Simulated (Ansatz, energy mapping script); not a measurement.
## NaCoCl3 in a distorted perovskite structure: energy mapping under PBEsol+U (3.32 eV) (octahedra turned by 21°)

How strongly do the moments of NaCoCl3 in a distorted perovskite structure couple under PBEsol+U (3.32 eV)? The plan is to run several orders and fit a Heisenberg model.

Main program and level: Ansatz 0.2.0; PBEsol with U = 3.32 eV on Co d, ortho-atomic projectors; plane waves, U on orthogonalised atomic orbitals unless named otherwise, collinear spin, no spin–orbit coupling.

In doubt: warnings of the run leave room for a lower electronic state (step 3), so energies may not be the lowest and differences between runs may mislead.

### 1. Starting point

Symmetry: P4/mbm, No. 127, tetragonal system. The conventional cell has a = 6.353 Å, b = 6.353 Å, c = 4.811 Å, α = 90.00°, β = 90.00°, γ = 90.00°. Nearest to Na lie 8 Cl at 2.78 to 3.18 Å. Nearest to Co lie 6 Cl at 2.41 Å. Cl has 2 Co at 2.41 Å and 4 Na at 3.18 Å nearest. Cl has 2 Co at 2.41 Å and 2 Na at 2.78 Å nearest. perovskite prototype, lattice guessed from radii. Farther neighbours and most contacts between anions are not listed.

This cell was built for the study (perovskite prototype, lattice guessed from radii), not taken from an experiment; the compound need not form in this structure.

The parent cell was relaxed beforehand in Ansatz under PBEsol with U = 3.15 eV on Co d, ortho-atomic projectors, from parallel moments.

This cell differs from the relaxed one by: octahedra turned by 21°. The bonds from the magnetic cation to the anions keep their length, so the cell shrinks in the plane.

The U corrects the self-interaction that lets semilocal functionals spread d and f electrons too far. Its value here is typed, not computed.

### 2. A run to fix the orbital filling

A corrected shell can settle in several orbital fillings. One parallel run, with an occupation width a fifth wider than the orders use, therefore is to supply the occupation matrices.

Input file input.yaml:

```yaml
crystal:
  lattice:
    - [4.4919202023, 4.4919202023, 0.0]
    - [-4.4919202023, 4.4919202023, 0.0]
    - [0.0, 0.0, 4.8114978365]
  atoms:
    - { symbol: Na, position: [0.0, 0.5, 0.5] }
    - { symbol: Na, position: [0.5, 0.0, 0.5] }
    - { symbol: Co, position: [0.0, 0.0, 0.0], spin: 3.0 }
    - { symbol: Co, position: [0.5, 0.5, 0.0], spin: 3.0 }
    - { symbol: Cl, position: [0.0, 0.0, 0.5] }
    - { symbol: Cl, position: [0.5, 0.5, 0.5] }
    - { symbol: Cl, position: [0.345966009, 0.154033991, 0.0] }
    - { symbol: Cl, position: [0.654033991, 0.845966009, 0.0] }
    - { symbol: Cl, position: [0.154033991, 0.654033991, 0.0] }
    - { symbol: Cl, position: [0.845966009, 0.345966009, 0.0] }
magnetization:
  spin_polarized: true
kpoints:
  mp_grid: { grid: [4, 4, 6] }
hamiltonian:
  xc: pbesol
  hubbard:
    sites: [{ species: Co, l: d, u_eff: 3.32 }]
    projectors: ortho-atomic
scf:
  occupations: { method: fermi_dirac, width: 0.06 }
output:
  eigenvalues: true
```

Started as:

```console
> ansatz run input.yaml --threads 4 --pin off --max-ram 8192MiB --backend cpu --events-out ev --progress --plain --runs-dir out
```

Numbers of over 12 decimals in the logs are rounded to 6 here.

The program printed:

```text
Engine: ansatz 0.2.0, aarch64-unknown-linux-gnu
Pseudopotentials: kind: paw
Pseudopotential: Na, paw, valence charge 9, recommended cutoff 420 eV (normal), Na.paw.azcp
Pseudopotential: Co, paw, valence charge 17, recommended cutoff 420 eV (normal), Co.paw.azcp
Pseudopotential: Cl, paw, valence charge 7, recommended cutoff 420 eV (normal), Cl.paw.azcp
Functional definition: PBEsol
  exchange = pbesol_x
  correlation = pbesol_c
Crystal: 10 atoms, lattice volume = 194.167 Å³
Basis set: ecut = 420 eV, 3749 PW (Γ)
Bands: 60, of which v1, the nominal top of the filled ones, is band 47 counted from 1 (46 counted from 0)
Symmetry: 16 space group operations
Space group: P4/mbm (ITA 127), of the structure as read, at distance tolerance 5.8e-5 Å
Magnetic group: BNS 127.387 (UNI 1047), of the structure as read, at distance tolerance 5.8e-5 Å
k-points: 24 of 96
Non-local potential: Na, projectors of the file, l = 0: 3, l = 1: 2, l = 2: 1
Non-local potential: Co, projectors of the file, l = 0: 3, l = 1: 2, l = 2: 3, l = 3: 1
Non-local potential: Cl, projectors of the file, l = 0: 2, l = 1: 2, l = 2: 2
PAW form: soft (Blöchl's): semilocal exchange-correlation on the pseudo side does not see the compensation charge
PAW frozen core: Na, regenerated for the run's functional, and the local potential with it (the file was generated under x = pbe(κ = 0.804, μ = 0.219515), c = pbe(β = 0.066725))
PAW frozen core: Co, regenerated for the run's functional, and the local potential with it (the file was generated under x = pbe(κ = 0.804, μ = 0.219515), c = pbe(β = 0.066725))
PAW frozen core: Cl, regenerated for the run's functional, and the local potential with it (the file was generated under x = pbe(κ = 0.804, μ = 0.219515), c = pbe(β = 0.066725))
PAW one-centre angular grid: Na, 110 points (default); XC on 64 Gauss nodes
PAW one-centre angular grid: Co, 590 points (default); XC on 64 Gauss nodes
PAW one-centre angular grid: Cl, 110 points (default); XC on 64 Gauss nodes
Initial density: superposition of atomic densities (chi_scale 0.1, normalization cell, long waves kept (reshape's long-wave potential 0.01 eV rms))
Starting moments: Σ|m| = 6 μB on 2 of 10 sites
Initial wavefunctions: pseudopotential atomic-orbital guess
Functional: x = pbesol(κ = 0.804, μ = 0.123457), c = pbesol(β = 0.046)
SCF iter   1: F=—  HF=-19531.926909 eV  |F-HF|=—  |Δ(HF+E_count)|=         —  Δρ=2.97e-1 (↑6.57e-2 ↓2.97e-1)  dr2=2.18e2  dr2_m=2.70e1  M=0.823 μB ∫|m|=0.950 μB  β_m=0.30  ethr=3.10e-3  ⟨swp⟩=8.2  Hψ=11933  notcnv=0  defer=7
preconditioner: auto → Kerker (q_TF=auto, 2.418 Å⁻¹)  [metal: Δε(μ)=0.017 eV  Ē_g=11.386 eV  σ=0.060 eV  W_gap=0.07  n_scr=46 (ndim 8)  ℏωp=21.0 eV  f_vac=0.005  D(μ)=6.45/eV (n_scr^D=46)]
spin=Collinear: Kerker preconditioning applied to the charge; magnetization (m = ρ↑ − ρ↓) channel mixes plain (no charge-response kernel on spin).
[...]
SCF iter   4: F=—  HF=-19507.996847 eV  |F-HF|=—  |Δ(HF+E_count)|=   5.13e-1  Δρ=4.61e-2 (↑9.46e-3 ↓4.61e-2)  dr2=4.23e0  dr2_m=9.05e-1  M=4.543 μB ∫|m|=4.622 μB  β_m=0.30  ethr=2.76e-3  ⟨swp⟩=2.4  Hψ=5868  notcnv=0  defer=236
SCF iter   5: F=—  HF=-19508.057829 eV  |F-HF|=—  |Δ(HF+E_count)|=   6.10e-2  Δρ=2.16e-2 (↑6.52e-3 ↓2.16e-2)  dr2=8.89e-1  dr2_m=2.56e-1  M=5.871 μB ∫|m|=5.903 μB  β_m=1.00  ethr=2.76e-3  ⟨swp⟩=2.6  Hψ=4201  notcnv=0  defer=254
SCF iter   6: F=—  HF=-19508.232384 eV  |F-HF|=—  |Δ(HF+E_count)|=   1.75e-1  Δρ=1.55e-2 (↑9.54e-3 ↓1.55e-2)  dr2=1.15e0  dr2_m=1.79e-2  M=5.971 μB ∫|m|=6.010 μB  β_m=1.00  ethr=9.45e-4  ⟨swp⟩=1.9  Hψ=3370  notcnv=0  defer=267
SCF iter   7: F=—  HF=-19508.200238 eV  |F-HF|=—  |Δ(HF+E_count)|=   3.21e-2  Δρ=5.10e-3 (↑5.10e-3 ↓2.86e-3)  dr2=6.78e-2  dr2_m=2.23e-2  M=5.814 μB ∫|m|=5.855 μB  β_m=0.30  ethr=9.45e-4  ⟨swp⟩=2.4  Hψ=3873  notcnv=0  defer=267
Mixer restart at iter 7: flushing history
spin-set hold released at iteration 7 (site moments contracting): the magnetisation degrees of freedom join the quasi-Newton model from the next iteration; the mixer history was flushed
SCF iter   8: F=—  HF=-19508.306983 eV  |F-HF|=—  |Δ(HF+E_count)|=   1.07e-1  Δρ=5.83e-3 (↑2.98e-3 ↓5.83e-3)  dr2=2.55e-2  dr2_m=2.81e-2  M=5.714 μB ∫|m|=5.761 μB  β_m=0.56  ethr=7.21e-5  ⟨swp⟩=2.0  Hψ=5149  notcnv=0  defer=291
SCF iter   9: F=—  HF=-19508.419804 eV  |F-HF|=—  |Δ(HF+E_count)|=   1.13e-1  Δρ=2.04e-3 (↑1.43e-3 ↓2.04e-3)  dr2=3.27e-2  dr2_m=3.55e-4  M=5.759 μB ∫|m|=5.806 μB  β_m=0.58  ethr=2.72e-5  ⟨swp⟩=2.0  Hψ=5093  notcnv=0  defer=291
[...]
SCF 1 converged in 22 iterations: F = -19508.437449 eV  dr2 = 8.57e-10
[...]
Symmetry: 4 space group operations
k-points: 42 of 96
[...]
Starting moments: Σ|m| = 6 μB on 2 of 10 sites; this step starts from the density that it was given
[...]
spin=Collinear: Resta preconditioning applied to the charge; magnetization (m = ρ↑ − ρ↓) channel mixes plain (no charge-response kernel on spin).
[...]
SCF 2 converged in 9 iterations: F = -19509.769692 eV  dr2 = 1.51e-9
[...]
eigensolver tolerance schedule: the retry pair's looser diagonalisation over-reported the residual by 143605.71 of it (diagonalisation noise at an unbounded share of the residual, at the tolerance the schedule requests for it); recorded, not acted on — ethr = c·dr2/N_el stays at c = 1.0e-1
[...]
spin=Collinear: Resta preconditioning applied to the charge; magnetization (m = ρ↑ − ρ↓) channel mixes plain (no charge-response kernel on spin).
[...]
SCF 3 converged in 3 iterations: F = -19509.769692 eV  dr2 = 8.81e-11
[...]
spin=Collinear: Resta preconditioning applied to the charge; magnetization (m = ρ↑ − ρ↓) channel mixes plain (no charge-response kernel on spin).
[...]
an SCF along what the orbitals of the run's state read of its open shells (or to have them read: on a GPU, or by another smearing), with 12 of the crystal's symmetry operations given up (42 k-points in place of 24), reached no lower state that the run goes on to. This is no proof of a minimum
Symmetry: 2 space group operations
k-points: 52 of 96
[...]
spin=Collinear: Resta preconditioning applied to the charge; magnetization (m = ρ↑ − ρ↓) channel mixes plain (no charge-response kernel on spin).
[...]
```

It took 6.8 min on 4 threads of Arm Neoverse V1, shared host; peak memory 2.9 GiB.

The run was stopped unfinished when the time set aside for it ran out, so what it printed is not taken as a result.

No matrices came of it, so the orders below start without them.

### 3. Run 1 (parallel; cell A, 10 atoms)

Each cell gets its own parallel run on the same mesh, so that most of the mesh error cancels in the differences.

Input file input.yaml:

```yaml
crystal:
  lattice:
    - [0.0, 0.0, 4.8114978365]
    - [4.4919202023, 4.4919202023, 0.0]
    - [-4.4919202023, 4.4919202023, 0.0]
  atoms:
    - { symbol: Na, position: [0.5, 0.0, 0.5] }
    - { symbol: Na, position: [0.5, 0.5, 0.0] }
    - { symbol: Co, position: [0.0, 0.0, 0.0], spin: 3.0 }
    - { symbol: Co, position: [0.0, 0.5, 0.5], spin: 3.0 }
    - { symbol: Cl, position: [0.5, 0.0, 0.0] }
    - { symbol: Cl, position: [0.5, 0.5, 0.5] }
    - { symbol: Cl, position: [0.0, 0.345966009, 0.154033991] }
    - { symbol: Cl, position: [0.0, 0.654033991, 0.845966009] }
    - { symbol: Cl, position: [0.0, 0.154033991, 0.654033991] }
    - { symbol: Cl, position: [0.0, 0.845966009, 0.345966009] }
magnetization:
  spin_polarized: true
kpoints:
  mp_grid: { grid: [6, 4, 4] }
hamiltonian:
  xc: pbesol
  hubbard:
    sites: [{ species: Co, l: d, u_eff: 3.32 }]
    projectors: ortho-atomic
scf:
  occupations: { method: fermi_dirac, width: 0.05 }
output:
  eigenvalues: true
```

The program printed:

```text
[...]
Crystal: 10 atoms, lattice volume = 194.167 Å³
Basis set: ecut = 420 eV, 3749 PW (Γ)
Bands: 60, of which v1, the nominal top of the filled ones, is band 47 counted from 1 (46 counted from 0)
[... 1 set-up line as in the run before ...]
[...]
k-points: 24 of 96
[...]
Starting moments: Σ|m| = 6 μB on 2 of 10 sites
[...]
SCF iter   1: F=—  HF=-19531.915080 eV  |F-HF|=—  |Δ(HF+E_count)|=         —  Δρ=2.97e-1 (↑6.57e-2 ↓2.97e-1)  dr2=2.18e2  dr2_m=2.70e1  M=0.818 μB ∫|m|=0.946 μB  β_m=0.30  ethr=3.10e-3  ⟨swp⟩=8.1  Hψ=11922  notcnv=0  defer=6
[...]
SCF iter  22: F=-19508.417934 eV  HF=-19508.417934 eV  |F-HF|=2.04e-9  |Δ(HF+E_count)|=   3.05e-9  Δρ=1.10e-6 (↑2.55e-7 ↓1.10e-6)  dr2=2.87e-9  dr2_m=4.57e-10  M=5.501 μB ∫|m|=5.570 μB  ethr=5.03e-11  ⟨swp⟩=1.1  Hψ=6704  notcnv=0
SCF 1 converged in 22 iterations: F = -19508.417934 eV  dr2 = 2.87e-9
[...]
[... 1 set-up line as in the run before ...]
k-points: 42 of 96
[...]
SCF iter   1: F=—  HF=-19509.457282 eV  |F-HF|=—  |Δ(HF+E_count)|=         —  Δρ=4.60e-2 (↑4.73e-3 ↓4.60e-2)  dr2=1.05e0  dr2_m=1.01e0  M=6.000 μB ∫|m|=6.024 μB  ethr=1.06e-6  ⟨swp⟩=1.0  Hψ=38881  notcnv=0
[...]
SCF iter   8: F=-19509.769692 eV  HF=-19509.769692 eV  |F-HF|=5.49e-10  |Δ(HF+E_count)|=  1.82e-11  Δρ=4.78e-7 (↑3.63e-7 ↓4.78e-7)  dr2=9.19e-10  dr2_m=1.30e-10  M=6.000 μB ∫|m|=6.028 μB  ethr=1.00e-12  ⟨swp⟩=1.0  Hψ=16066  notcnv=0
SCF 2 converged in 8 iterations: F = -19509.769692 eV  dr2 = 9.19e-10
[...]
SCF iter   3: F=-19509.769692 eV  HF=-19509.769692 eV  |F-HF|=9.46e-11  |Δ(HF+E_count)|=  8.37e-11  Δρ=3.15e-7 (↑8.92e-8 ↓3.15e-7)  dr2=7.14e-11  dr2_m=5.52e-11  M=6.000 μB ∫|m|=6.028 μB  ethr=1.00e-12  ⟨swp⟩=1.0  Hψ=13739  notcnv=0
SCF 3 converged in 3 iterations: F = -19509.769692 eV  dr2 = 7.14e-11
[...]
SCF iter   3: F=-19509.769692 eV  HF=-19509.769692 eV  |F-HF|=3.67e-9  |Δ(HF+E_count)|=   8.21e-7  Δρ=1.38e-6 (↑8.05e-7 ↓1.38e-6)  dr2=5.78e-9  dr2_m=6.07e-10  M=6.000 μB ∫|m|=6.028 μB  ethr=1.06e-10  ⟨swp⟩=1.0  Hψ=10421  notcnv=0
[...]
[... 1 set-up line as in the run before ...]
k-points: 52 of 96
[...]
SCF iter   4: F=-19509.769693 eV  HF=-19509.769693 eV  |F-HF|=2.40e-10  |Δ(HF+E_count)|=   7.58e-8  Δρ=2.49e-7 (↑1.79e-7 ↓2.49e-7)  dr2=2.99e-10  dr2_m=9.10e-12  M=6.000 μB ∫|m|=6.028 μB  ethr=6.84e-11  ⟨swp⟩=1.0  Hψ=12896  notcnv=0
[...]
WARN: an SCF from antiferromagnetic starting moments (0.00, 0.00, -3.00, 3.00, 0.00, 0.00, 0.00, 0.00, 0.00, 0.00 Bohr magnetons, atom by atom) was not made, by what the run has read of turns of its moments that order reads lower: the deck asks for what bars it, or types moments that do (magnetization.spin_polarized, in the input reference, names some of the keys), or the run goes by scf.lower_state_search: light, the default, which as a rule tries one only behind a close that has lost an order of both signs, or on which an open d or half-filled 4f shell of a PAW file has lost a moment that was set nearer to Hund's than to what is left; [rest of the remark cut]
SCF converged after 3 iterations
Stability not told: the SCF's own minimisation came to no verdict on its close; the lowest value that the minimisation read is 3.6e-2 (residual 2.7e-3): no lower mode is shown, and none is ruled out
Magnetization: 6.0000 μB (50.0000 up, 44.0000 down)
Absolute magnetization: 6.0251 μB (∫|ρ↑−ρ↓|, with the PAW one-centre terms)
[...]
Per-site moments (μB) at R_I (Å): [(0.000311481, 1.144833), (0.000311481, 1.144833), (2.590894, 0.992371), (2.590894, 0.992371), (0.069536, 0.992371), (0.069536, 0.992371), (0.095213, 0.992371), (0.095213, 0.992371), (0.095213, 0.992371), (0.095213, 0.992371)]
Free energy (F): -19509.769692 eV
[...]
Internal energy: -19509.769692 eV  (E = F + TS)
E sigma→0 (E₀):  -19509.769692 eV
Entropy (-TS):   -0.000000 eV (-0.000 meV/atom)
Fermi energy:    5.883773 eV
[...]
--- Band table (eV; the first three rows and the last of 84) ---
  k-point 0 ↑: bands = [... 43 lower, 3.3786, 3.4061, 3.4178, 3.5361, 4.6015, 4.6037, 5.1007, 8.8224, ... 9 higher]
  k-point 1 ↑: bands = [... 43 lower, 3.3151, 3.4657, 3.4821, 3.5601, 4.2010, 4.5329, 4.8658, 9.2683, ... 9 higher]
  k-point 2 ↑: bands = [... 43 lower, 3.0373, 3.5426, 3.5426, 4.0201, 4.0201, 4.3416, 4.3416, 10.0689, ... 9 higher]
  k-point 41 ↓: bands = [... 43 lower, 4.5584, 6.9570, 6.9570, 7.4840, 7.4840, 8.3528, 8.3528, 11.4324, ... 9 higher]
Occupation matrices written to <dir>
```

Wall time 6.7 min (4 threads); peak memory 3 GiB.

Spin moment in the sphere by atom:

| atom | spin moment in the sphere (μB) |
| --- | --- |
| Na1 | 0.00 |
| Na2 | 0.00 |
| Co3 | 2.59 |
| Co4 | 2.59 |
| Cl5 | 0.07 |
| Cl6 | 0.07 |
| Cl7 | 0.10 |
| Cl8 | 0.10 |
| Cl9 | 0.10 |
| Cl10 | 0.10 |

The run ends ferromagnetic.

### 4. Run 2 (compensated +−; cell A, 10 atoms)

Reversing part of the moments probes the couplings between the two sets.

Changes to input.yaml since step 3:

```diff
@@ -9,3 +9,3 @@
     - { symbol: Co, position: [0.0, 0.0, 0.0], spin: 3.0 }
-    - { symbol: Co, position: [0.0, 0.5, 0.5], spin: 3.0 }
+    - { symbol: Co, position: [0.0, 0.5, 0.5], spin: -3.0 }
     - { symbol: Cl, position: [0.5, 0.0, 0.0] }
```

The program printed:

```text
[... 8 set-up lines as in the run before ...]
Crystal: 10 atoms, lattice volume = 194.167 Å³
Basis set: ecut = 420 eV, 3749 PW (Γ)
Bands: 60, of which v1, the nominal top of the filled ones, is band 47 counted from 1 (46 counted from 0)
Symmetry: 8 space group operations
Space group: P4/m (ITA 83), of the structure as read, at distance tolerance 5.8e-5 Å
Magnetic group: BNS 127.393 (UNI 1053), of the structure as read, at distance tolerance 5.8e-5 Å
k-points: 24 of 96
[... 11 set-up lines as in the run before ...]
Starting moments: Σ|m| = 6 μB on 2 of 10 sites
Starting magnetic order: altermagnet, g-wave, planar spin-momentum locking; spin-degenerate planes through Γ normal to [0 0 1], [0 1 -1], [0 1 0], [0 1 1] of the run's lattice
[... 2 set-up lines as in the run before ...]
SCF iter   1: F=—  HF=-19531.869784 eV  |F-HF|=—  |Δ(HF+E_count)|=         —  Δρ=2.15e-1 (↑2.15e-1 ↓2.15e-1)  dr2=2.18e2  dr2_m=2.73e1  M=-0.000 μB ∫|m|=0.718 μB  β_m=0.30  ethr=3.10e-3  ⟨swp⟩=6.9  Hψ=11315  notcnv=0  defer=64
preconditioner: auto → Kerker (q_TF=auto, 2.418 Å⁻¹)  [metal: Δε(μ)=0.041 eV  Ē_g=11.396 eV  σ=0.050 eV  W_gap=0.20  n_scr=46 (ndim 8)  ℏωp=21.0 eV  f_vac=0.005  D(μ)=6.75/eV (n_scr^D=46)]
[...]
SCF iter   6: F=—  HF=-19508.902827 eV  |F-HF|=—  |Δ(HF+E_count)|=   5.83e-1  Δρ=2.71e-2 (↑2.53e-2 ↓2.71e-2)  dr2=1.79e0  dr2_m=5.25e-1  M=-0.050 μB ∫|m|=5.438 μB  β_m=1.00  ethr=2.37e-3  ⟨swp⟩=1.6  Hψ=3383  notcnv=0  defer=253
SCF iter   7: F=—  HF=-19509.238121 eV  |F-HF|=—  |Δ(HF+E_count)|=   3.35e-1  Δρ=1.65e-2 (↑1.42e-2 ↓1.65e-2)  dr2=1.07e0  dr2_m=1.09e-2  M=-0.000 μB ∫|m|=5.490 μB  β_m=1.00  ethr=1.90e-3  ⟨swp⟩=2.0  Hψ=2880  notcnv=0  defer=253
SCF iter   8: F=—  HF=-19509.326618 eV  |F-HF|=—  |Δ(HF+E_count)|=   8.85e-2  Δρ=5.64e-3 (↑5.64e-3 ↓5.50e-3)  dr2=8.09e-2  dr2_m=1.75e-2  M=-0.002 μB ∫|m|=5.341 μB  β_m=0.30  ethr=1.14e-3  ⟨swp⟩=2.8  Hψ=5829  notcnv=0  defer=272
Mixer restart at iter 8: flushing history
spin-set hold released at iteration 8 (site moments contracting): the magnetisation degrees of freedom join the quasi-Newton model from the next iteration; the mixer history was flushed
SCF iter   9: F=—  HF=-19509.505852 eV  |F-HF|=—  |Δ(HF+E_count)|=   1.79e-1  Δρ=2.56e-3 (↑2.56e-3 ↓2.20e-3)  dr2=4.19e-2  dr2_m=1.15e-3  M=-0.000 μB ∫|m|=5.416 μB  β_m=0.65  ethr=8.60e-5  ⟨swp⟩=2.0  Hψ=2909  notcnv=0  defer=272
[...]
SCF iter  14: F=—  HF=-19509.742350 eV  |F-HF|=—  |Δ(HF+E_count)|=   1.02e-3  Δρ=2.31e-4 (↑2.31e-4 ↓2.11e-4)  dr2=3.19e-4  dr2_m=4.78e-5  M=-0.000 μB ∫|m|=5.507 μB  β_m=0.81  ethr=4.38e-6  ⟨swp⟩=2.0  Hψ=4877  notcnv=0  defer=255
SCF iter  15: F=—  HF=-19509.742375 eV  |F-HF|=—  |Δ(HF+E_count)|=   2.50e-5  Δρ=2.01e-4 (↑1.09e-4 ↓2.01e-4)  dr2=1.15e-4  dr2_m=1.54e-5  M=0.000 μB ∫|m|=5.508 μB  β_m=0.90  ethr=3.39e-7  ⟨swp⟩=2.0  Hψ=3822  notcnv=0  defer=255
SCF iter  16: F=—  HF=-19509.742373 eV  |F-HF|=—  |Δ(HF+E_count)|=   1.93e-6  Δρ=6.69e-5 (↑6.69e-5 ↓6.61e-5)  dr2=1.98e-5  dr2_m=3.27e-6  M=-0.000 μB ∫|m|=5.508 μB  β_m=0.88  ethr=1.22e-7  ⟨swp⟩=2.0  Hψ=3141  notcnv=0  defer=255
SCF iter  17: F=—  HF=-19509.742372 eV  |F-HF|=—  |Δ(HF+E_count)|=   1.37e-6  Δρ=1.72e-5 (↑1.27e-5 ↓1.72e-5)  dr2=1.68e-6  dr2_m=1.78e-8  M=-0.000 μB ∫|m|=5.507 μB  β_m=0.94  ethr=2.10e-8  ⟨swp⟩=2.1  Hψ=4031  notcnv=0  defer=255
SCF iter  18: F=—  HF=-19509.742372 eV  |F-HF|=—  |Δ(HF+E_count)|=   5.19e-7  Δρ=3.41e-6 (↑3.36e-6 ↓3.41e-6)  dr2=1.70e-7  dr2_m=2.59e-10  M=0.000 μB ∫|m|=5.507 μB  β_m=0.97  ethr=1.78e-9  ⟨swp⟩=2.0  Hψ=3591  notcnv=0  defer=255
iter 19 met the thresholds in force, and the SCF goes on: an eigenvalue changes by 0.69 meV, over its tolerance of 0.50 meV (output.eigenvalues, Limitations)
SCF iter  19: F=-19509.742372 eV  HF=-19509.742372 eV  |F-HF|=4.94e-9  |Δ(HF+E_count)|=   1.17e-7  Δρ=1.85e-6 (↑1.85e-6 ↓1.82e-6)  dr2=3.65e-8  dr2_m=5.76e-10  M=-0.000 μB ∫|m|=5.507 μB  β_m=0.98  ethr=1.06e-10  ⟨swp⟩=11.2  Hψ=10219  notcnv=0
SCF iter  20: F=-19509.742372 eV  HF=-19509.742372 eV  |F-HF|=6.10e-9  |Δ(HF+E_count)|=   1.10e-8  Δρ=1.33e-6 (↑1.11e-6 ↓1.33e-6)  dr2=6.88e-9  dr2_m=1.52e-10  M=0.000 μB ∫|m|=5.507 μB  ethr=3.88e-11  ⟨swp⟩=1.0  Hψ=7507  notcnv=0
SCF 1 converged in 20 iterations: F = -19509.742372 eV  dr2 = 6.88e-9
[...]
[... 1 set-up line as in the run before ...]
k-points: 52 of 96
[...]
Starting moments: Σ|m| = 6 μB on 2 of 10 sites; this step starts from the density that it was given
[...]
spin=Collinear: Resta preconditioning applied to the charge; magnetization (m = ρ↑ − ρ↓) channel mixes plain (no charge-response kernel on spin).
```

The job ended after 1.8 min (4 threads; peak memory 2.6 GiB).

The run was stopped unfinished when the time set aside for it ran out, so what it printed is not taken as a result.

### 5. Mapping onto a Heisenberg model

Each energy difference is a sum of couplings weighted by the pairs that the order reverses. A few near shells are fitted to the differences by least squares. Energies are those extrapolated to zero occupation width, not the free energies F.

The orders side by side; each is measured from the parallel order in the same cell and on the same mesh:

| order | atoms | energy (meV a magnetic atom) | moments (μB) | moments kept as typed |
| --- | --- | --- | --- | --- |
| parallel | 10 | 0.00 | 2.59 | yes |

No pair of orders in one cell converged with its signs kept, so no coupling can be fitted.

### 6. Results

| Quantity | Value |
| --- | --- |
| couplings | not obtained |

What this shows: Too few runs finished in the time allowed to form a difference.

[Logs and program files are shortened in this print: banners, set-up blocks, solver, clock and traceback lines can be left out without a mark of their own.]

[Logs are printed without paths, hosts, clocks, repeated set-up lines and the standing remarks that a program may print on its own settings, such as how far it seeks lower states.]

[Hosts, paths, dates, database ids (printed as entryN), source tags and the programs' standing remarks are cut or masked in the printed files.]

[Where a cell is said to come from a database of computed structures, the database is the Materials Project.]
